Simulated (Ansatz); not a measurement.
# K2YInBr6 (double perovskite (elpasolite)) (Fm-3m): band gap by G0W0 on LDA, part 3 of 3

Aim: the quasiparticle gap of K2YInBr6 (double perovskite (elpasolite)) (Fm-3m), starting from LDA.

Ansatz 0.2.0; LDA, then G0W0 on it, plane waves, PAW. Known limits of the many-body steps: finite bands, screening cutoff and k mesh; no spin-orbit coupling in G0W0; d shells not analysed; screening cutoff under 40 eV in some runs.

So far. Step 3 (The LDA band structure): Over mesh and path the gap is 1.886 eV, from k = (0.500, 0.500, 0.500) to k = Γ. The least direct gap found is 2.107 eV, at k = (0.500, 0.500, 0.500). Step 4 (One-shot GW): Over all 3 irreducible mesh points the G0W0 gap is 3.274 eV, from k = (0.000, 0.000, -0.500) to k = Γ. The LDA gap of this run on the mesh is 1.884 eV. The relaxed cell has a = 11.413 Å (conventional setting).

The structure was built from a prototype and need not be the compound's stable phase.

In doubt: masses and optical values from hybrid runs of this build are listed as unsure (in some of the runs), which bears on the screening that GW takes from such a start.

**5. Spin-orbit coupling in LDA**

This run has two-component orbitals with spin-orbit coupling.

This step: DFT, LDA with spin-orbit coupling, plane waves, PAW.

input.yaml

```yaml
crystal:
  lattice:
    - [0.0, 5.7062557021, 5.7062557021]
    - [5.7062557021, 0.0, 5.7062557021]
    - [5.7062557021, 5.7062557021, 0.0]
  atoms:
    - { symbol: K, position: [0.25, 0.25, 0.25] }
    - { symbol: K, position: [0.75, 0.75, 0.75] }
    - { symbol: In, position: [0.0, 0.0, 0.0] }
    - { symbol: "Y", position: [0.5, 0.5, 0.5] }
    - { symbol: Br, position: [0.2615945249, 0.7384054751, 0.7384054751] }
    - { symbol: Br, position: [0.2615945249, 0.7384054751, 0.2615945249] }
    - { symbol: Br, position: [0.7384054751, 0.2615945249, 0.7384054751] }
    - { symbol: Br, position: [0.7384054751, 0.2615945249, 0.2615945249] }
    - { symbol: Br, position: [0.7384054751, 0.7384054751, 0.2615945249] }
    - { symbol: Br, position: [0.2615945249, 0.2615945249, 0.7384054751] }
kpoints:
  mp_grid: { grid: [4, 4, 4] }
  band_path:
    path:
      - [0.0, 0.0, 0.0]
      - [0.5, 0.0, 0.5]
      - [0.625, 0.25, 0.625]
      - [0.375, 0.375, 0.75]
      - [0.5, 0.5, 0.5]
      - [0.5, 0.25, 0.75]
    npoints: 1
hamiltonian:
  xc: lda
scf:
  occupations: { method: fixed }
  n_extra_bands: 14
magnetization:
  noncollinear: true
  spin_orbit: true
output:
  eigenvalues: true
  forces: true
  stress: true
```

The run is started by

```bash
$ ansatz run input.yaml --threads 4 --pin off --max-ram 17510MiB --backend cpu --events-out ev --progress --plain --runs-dir out
```

Numbers of over 12 decimals in the logs are rounded to 6 here.

What it wrote:

```text
[...]
non-collinear run that drives no moment, with spin-orbit: no starting moment large enough to seed its density (crystal.atoms[].spin), no starting occupations that ask for one, no magnetisation constraint and no magnetic field, so the semilocal B_xc is pinned to zero
Crystal: 10 atoms, lattice volume = 371.607 Å³
Basis set: ecut = 420 eV, 7343 PW (Γ)
Bands: 98, of which v1, the nominal top of the filled ones, is band 84 counted from 1 (83 counted from 0)
Symmetry: 48 space group operations + 48 with time reversal
[...]
k-points: 8 of 64
Projection manifold: j_resolved (fully-relativistic pseudo-atomic orbitals)
[...]
SCF iter   1: F=—  HF=-28380.602001 eV  |F-HF|=—  |Δ(HF+E_count)|=         —  Δρ=3.23e-2  dr2=8.77e0  dr2_m=0.00e0 (ungated)  ethr=3.10e-3  |M|=0.00e0 ∫|m|=0.00e0 μB  |m|>n=0.0e0 m-floor=0.0e0 τ_xc=0.0e0  β_m=0.30  ⟨swp⟩=5.8  Hψ=1522  notcnv=0  defer=62
[...]
spin=Noncollinear: Resta preconditioning applied to the charge; magnetization (m_x, m_y, m_z) channels mix plain (no charge-response kernel on spin).
SCF iter   2: F=—  HF=-28378.801351 eV  |F-HF|=—  |Δ(HF+E_count)|=    1.80e0  Δρ=1.89e-2  dr2=2.93e0  dr2_m=0.00e0 (ungated)  ethr=3.10e-3  |M|=0.00e0 ∫|m|=0.00e0 μB  |m|>n=0.0e0 m-floor=0.0e0 τ_xc=0.0e0  β_m=0.50  ⟨swp⟩=3.5  Hψ=740  notcnv=0  defer=64
[...]
site 6: m = (+0.0000, +0.0000, +0.0000) μB, |m| = 0.0000 μB  (R = 1.12 Å)
  site 7: m = (+0.0000, +0.0000, +0.0000) μB, |m| = 0.0000 μB  (R = 1.12 Å)
  site 8: m = (+0.0000, +0.0000, +0.0000) μB, |m| = 0.0000 μB  (R = 1.12 Å)
  site 9: m = (+0.0000, +0.0000, +0.0000) μB, |m| = 0.0000 μB  (R = 1.12 Å)
Free energy (F): -28377.619186 eV
[...]
Internal energy: -28377.619186 eV  (E = F + TS)
E sigma→0 (E₀):  -28377.619186 eV
Fermi energy:    3.358374 eV
[...]
--- Forces (eV/Å), atoms counted from 1 ---
  atom   1  K      0.00000000     0.00000000    -0.00000000
  atom   2  K     -0.00000000     0.00000000    -0.00000000
  atom   3  In     0.00000000    -0.00000000     0.00000000
  atom   4  Y      0.00000000    -0.00000000    -0.00000000
  atom   5  Br    -0.00235072     0.00000000     0.00000000
  atom   6  Br    -0.00000000     0.00235072     0.00000000
  atom   7  Br     0.00000000    -0.00235072    -0.00000000
  atom   8  Br     0.00235072     0.00000000    -0.00000000
  atom   9  Br    -0.00000000     0.00000000    -0.00235072
  atom  10  Br    -0.00000000     0.00000000     0.00235072
  max |Σ_I F_I| component: 1.03e-17 eV/Å
--- Stress (GPa, compression-positive) ---
        0.025948       0.000000       0.000000
        0.000000       0.025948      -0.000000
        0.000000       0.000000       0.025948
  P = ⅓ Tr σ = 0.0259 GPa (0.259 kbar)
--- Band table (eV; the first three rows and the last of 8) ---
  k-point 0: bands = [... 80 lower, 1.5733, 1.5733, 2.2487, 2.2487, 5.2316, 5.2316, 5.8057, 5.8057, ... 10 higher]
  k-point 1: bands = [... 80 lower, 1.4591, 1.4591, 2.8746, 2.8746, 5.5048, 5.5048, 5.8632, 5.8632, ... 10 higher]
  k-point 2: bands = [... 80 lower, 1.3027, 1.3027, 3.3584, 3.3584, 5.4446, 5.4446, 5.9426, 5.9426, ... 10 higher]
  k-point 7: bands = [... 80 lower, 1.3011, 1.3011, 2.8888, 2.8888, 6.0286, 6.0286, 6.0577, 6.0577, ... 10 higher]
[key lines of the parts left out:]
SCF converged after 9 iterations
Magnetization: |M| = 0.0000 μB,  M = (+0.0000, +0.0000, +0.0000) μB
```

The job ended after 46 s (4 threads of Arm Neoverse V1, shared host; peak memory 2.2 GiB).

This step gave:

```
pressure             : 0.02595 GPa
gap                  : 1.873 eV
valence top at       : L
conduction bottom at : Γ
least direct gap     : 2.086 eV
```

Over mesh and listed points the gap is 1.873 eV, from k = (0.500, 0.500, 0.500) to k = Γ. The least direct gap found is 2.086 eV, at k = (0.500, 0.500, 0.500). LDA+SOC against LDA: 1.873 − 1.886 = −0.013 eV, with the same mesh, set of files (read in its fully relativistic form for the spin-orbit run) and cutoff, and both edges at the same k points. The spin-orbit run sees mesh and listed points alone, so its gap is an upper bound: the coupling can move an edge off these points, and the change over the zone, its sign included where it is small, is not known.

**6. The runs together**

Each gap is the least one over the points named; times are wall times on shared hosts, not benchmarks. A G0W0 time includes the run's own self-consistent start. Runs with listed points see these and the mesh alone, so an edge that moves elsewhere is missed. Rows marked * are further runs, not shown as steps, whose inputs differ from the G0W0 step on the same start in the columns given; solver thresholds can differ too. Symmetry makes (0.500, 0.500, 0.500) and (0.000, 0.000, -0.500) one point.

```csv
level,mesh,"files, cutoff","bands summed, screening",points,gap (eV),valence top,conduction bottom,least direct gap (eV),time
LDA,4×4×4,"soft_2 PAW, 420 eV",-,mesh and path,1.886,"(0.500, 0.500, 0.500)",Γ,2.107,10 s
LDA+SOC,4×4×4,"soft_2 PAW, 420 eV",-,mesh and listed points,1.873,"(0.500, 0.500, 0.500)",Γ,2.086,46 s
G0W0@LDA*,2×2×2,"soft_2 PAW, 420 eV","224, 36 eV",all 3 irreducible mesh points,2.616,"(0.000, 0.000, -0.500)",Γ,3.289,15 s
G0W0@LDA*,2×2×2,"soft_2 PAW, 420 eV","557, 72 eV",all 3 irreducible mesh points,3.037,"(0.000, 0.000, -0.500)",Γ,3.540,64 s
G0W0@LDA,2×2×2,"soft_2 PAW, 420 eV","1151, 120 eV",all 3 irreducible mesh points,3.274,"(0.000, 0.000, -0.500)",Γ,3.706,5.4 min
G0W0@LDA*,2×2×2,"soft_2 PAW, 420 eV","1151, 120 eV, plasmon pole",all 3 irreducible mesh points,3.232,"(0.000, 0.000, -0.500)",Γ,3.700,6 min
```

**7. Outcome**

```yaml
lda_gap_over_mesh_and_path: 1.886 eV, from k = (0.500, 0.500, 0.500) to k = Γ
g0w0_lda_gap_over_all_3_irreducible_mesh_points: 3.274 eV, from k = (0.000, 0.000, -0.500) to k = Γ
lda_soc_gap_over_mesh_and_listed_points: 1.873 eV
gw_settings: 2×2×2 mesh, 1109 empty bands, screening to 120 eV
known_limits: finite bands, screening cutoff and k mesh; no spin-orbit coupling in G0W0; d shells not analysed; screening cutoff under 40 eV in some runs
```

Over all 3 irreducible mesh points the G0W0 gap is 3.274 eV, from k = (0.000, 0.000, -0.500) to k = Γ. The LDA gap of this run on the mesh is 1.884 eV. The two states that bound the G0W0 gap lie that far apart at the start, so the correction of the gap is 3.274 − 1.884 = +1.390 eV. The valence state moves by 2.664 − 3.349 = −0.685 eV and the conduction state by 5.938 − 5.234 = +0.704 eV, on the run's own scale; with 224 bands the edge states move by +0.094 and +0.826 eV, so the split between the edges depends on the bands and cutoff. Both edges that LDA shows over mesh and path lie at k points where levels were corrected. Levels at other points were not corrected, so a lower G0W0 gap elsewhere in the zone is not ruled out. From 224 bands and 36 eV to 1151 bands and 120 eV the gap moves by 3.274 − 2.616 = +0.658 eV (rung by rung 2.616, 3.037, 3.274 eV); bands and screening cutoff rise together, so their parts are not told apart. A line in one over the bands through the two highest rungs gives 3.274 + (3.274 − 3.037) × 557 / (1151 − 557) = 3.496 eV, and through the pair below 3.037 + (3.037 − 2.616) × 224 / (557 − 224) = 3.320 eV. The two differ by 0.176 eV, not under the 0.030 eV asked, so the law does not hold well over these rungs and the limit is not known. With the plasmon pole model in place of the contour deformation model and all else as in the G0W0@LDA row with 1151 bands, the gap differs by 3.232 − 3.274 = −0.042 eV. G0W0 on other starts in this series, not shown as steps and not all at these settings: 3.801 eV on HSE06 (2×2×2, soft_2 PAW, 1151 bands, 120 eV). LDA+SOC against LDA: 1.873 − 1.886 = −0.013 eV, with the same mesh, set of files (read in its fully relativistic form for the spin-orbit run) and cutoff, and both edges at the same k points. The spin-orbit run sees mesh and listed points alone, so its gap is an upper bound: the coupling can move an edge off these points, and the change over the zone, its sign included where it is small, is not known. What spin-orbit coupling does to the G0W0 levels was not computed, so no sum with the G0W0 gap is formed. For the G0W0 step: the program marks 1 of the 18 corrected levels as in doubt (Σc rises), neither edge state among them. The G0W0 runs are scalar-relativistic. One-shot GW is known to converge slowly in bands for compounds with shallow d shells. The cell holds In; the filling of the d shell and its place against the gap were not analysed here. No pair of G0W0 runs that differ in the mesh alone is shown (2×2×2 is a supercell whose nearest images lie 16 Å apart), so the error from the mesh is not known here. G0W0 is shown with one set of atomic data (soft_2 PAW), so the error from the files is not known here. A screening cutoff under 40 eV is crude: G0W0@LDA with 224 bands at 36 eV. Failed or unusable runs on LDA in this series, left out of the table: G0W0@LDA (2×2×2 mesh, hard PAW files, 710 eV, 1644 empty bands) reached its time limit after 25 min.

[Paths, hosts, dates, memory and timing lines, banners, echoed tables and standing remarks are left out of the program output.]

[Logs are printed without paths, hosts, clocks, repeated set-up lines and the standing remarks that a program may print on its own settings, such as how far it seeks lower states.]

[Runs of the session that timed out or met a known fault of the program may be left out.]

[Cells called generated may have been cut or substituted from an entry of the Crystallography Open Database or the Materials Project.]

[Hosts, paths, dates, database ids (printed as entryN), source tags and the programs' standing remarks are cut or masked in the printed files.]

[Where an RPA ε∞ is given, it is that of the G0W0 mesh and is not shown converged in it. Names of k-points follow the symmetry that the program found, which can be lower than the space group named. Band edges on a path are those of the sampled points; other points can move an edge, and change direct to indirect where valleys lie close.]

[Hybrid gaps are those of their k-mesh and are not shown converged in it.]
